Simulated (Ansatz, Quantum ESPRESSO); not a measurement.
# Bi2Te3 quintuple layer, 1 layer: the upper vacuum line at the top atoms, over the zero at a withheld member of a series

How the rows were computed: Quantum ESPRESSO 7.5, PBE, GBRV ultrasoft. Cell and atoms are relaxed without a field with a D3(BJ) correction and then held. Sawtooth field with dipole correction, 17 Å of vacuum in the starting cell, Fermi-Dirac smearing of 0.002 Ry; bands along a path at each field. The series steps the field along the normal.

| field along the normal | upper vacuum line at the top atoms, over the zero (eV) |
| --- | --- |
| 0 V/Å | 5.413 |
| 0.05 V/Å | 5.354 |
| 0.1 V/Å | 5.294 |
| 0.2 V/Å | 5.176 |
| 0.4 V/Å | 4.945 |

One more run was made and is withheld. What is the upper vacuum line at the top atoms, over the zero at 0.3 V/Å?

**Worked estimate.** The rows at 0.2 V/Å and 0.4 V/Å give a slope of (4.945 − (5.176))/(0.4 − (0.2)) = −1.155, so a straight line gives 5.061 eV. A parabola through these and the row at 0.1 V/Å gives 5.060 eV.

**Check.** 5.060 eV. The line misses by +0.001 and the parabola by 0.000 eV. Both misses are under 5 % of the step from the nearer row.

**Limits.** Ions are held; semilocal gaps are too small; in strong fields empty levels can belong to the vacuum; one stacking. Members without a usable value, or on the other side of zero field or charge, are not listed.
